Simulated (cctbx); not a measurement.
## Diagnosing a refinement

Cell a = 11.2520 Å, b = 11.2520 Å, c = 11.2520 Å, α = 90.00°, β = 90.00°, γ = 90.00°; space group Fm-3m (no. 225). The compound is K2NbTlCl6.

Simulated single-crystal data (cctbx): Ga Kα, λ = 1.3414 Å, to d = 0.8 Å, 80 % of the full sphere, strongest reflection 70000 counts, noise from counting, a 1.5 % proportional error and a noise floor of 2 counts (s.d.); no absorption.

An isotropic refinement with weights 1/σ² prints:

```text
Rint 0.015, 103 unique reflections to 0.80 A
cycle     R1     wR2    GooF  max shift (A)
   1  0.6870  0.9297 172.101   0.75714
   3  0.0021  0.0048   0.887   0.00010
final R1 0.0021 wR2 0.0048 GooF 0.885  parameters 5  data/parameter 20.6
atom        x        y        z      Ueq    occ   su(xyz)  su(Uiso or U11)
Tl1    0.50000  0.00000  0.00000   0.0065  1.000  0.00000  0.0000
Nb1    0.00000  0.00000  0.00000   0.0067  1.000  0.00000  0.0000
K1     0.25000  0.75000  0.75000   0.0090  1.000  0.00000  0.0001
Cl1    0.00000  0.00000  0.76540   0.0108  1.000  0.00002  0.0000
difference map: max 0.06 min -0.08 rms 0.02
Q1    0.2500  0.2500  0.2500    8    0.06  0.00 A from K1
Q2    0.1030  0.1030  0.2892   96    0.05  1.75 A from Cl1
Q3    0.1635  0.1635  0.1635   32    0.05  1.69 A from K1
Q4    0.0000  0.1052  0.1052   48    0.05  1.67 A from Nb1
Q5    0.0000  0.1236  0.3764   48    0.04  1.97 A from Tl1
Q6    0.0892  0.0892  0.4108   32    0.04  1.74 A from Tl1
```

**Question.** Can this result stand? If not, what is the likely fault?

It can stand. The set-up had a fault (start far from the minimum), but the refinement still reached the right minimum: R1 = 0.0021, wR2 = 0.0048, GooF = 0.89 against R1 = 0.0021, wR2 = 0.0048, GooF = 0.89 for the right model.

The compound is K2NbTlCl6. The right model at the same level gives:

```text
Rint 0.015, 103 unique reflections to 0.80 A
cycle     R1     wR2    GooF  max shift (A)
   1  0.1094  0.2285  42.289   0.03714
   2  0.0021  0.0048   0.885   0.00000
final R1 0.0021 wR2 0.0048 GooF 0.885  parameters 5  data/parameter 20.6
atom        x        y        z      Ueq    occ   su(xyz)  su(Uiso or U11)
Tl1    0.50000  0.00000  0.00000   0.0065  1.000  0.00000  0.0000
Nb1    0.00000  0.00000  0.00000   0.0067  1.000  0.00000  0.0000
K1     0.25000  0.75000  0.75000   0.0090  1.000  0.00000  0.0001
Cl1    0.00000  0.00000  0.76540   0.0108  1.000  0.00002  0.0000
difference map: max 0.06 min -0.08 rms 0.02
Q1    0.2500  0.2500  0.2500    8    0.06  0.00 A from K1
Q2    0.1030  0.1030  0.2892   96    0.05  1.75 A from Cl1
Q3    0.1635  0.1635  0.1635   32    0.05  1.69 A from K1
Q4    0.0000  0.1052  0.1052   48    0.05  1.67 A from Nb1
Q5    0.0000  0.1236  0.3764   48    0.04  1.97 A from Tl1
Q6    0.0892  0.0892  0.4108   32    0.04  1.74 A from Tl1
```

Isotropic U is held between 0.0001 and 1 Å² by the program, and listed peak heights are interpolated, so they can pass the grid's maximum.

The model was made for the exercise: a known structure type with other elements put in, its volume estimated, not relaxed; displacement parameters are assumed.

[Middle refinement cycles are left out of these outputs.]

[Logs are printed without paths, hosts, clocks, repeated set-up lines and the standing remarks that a program may print on its own settings, such as how far it seeks lower states.]
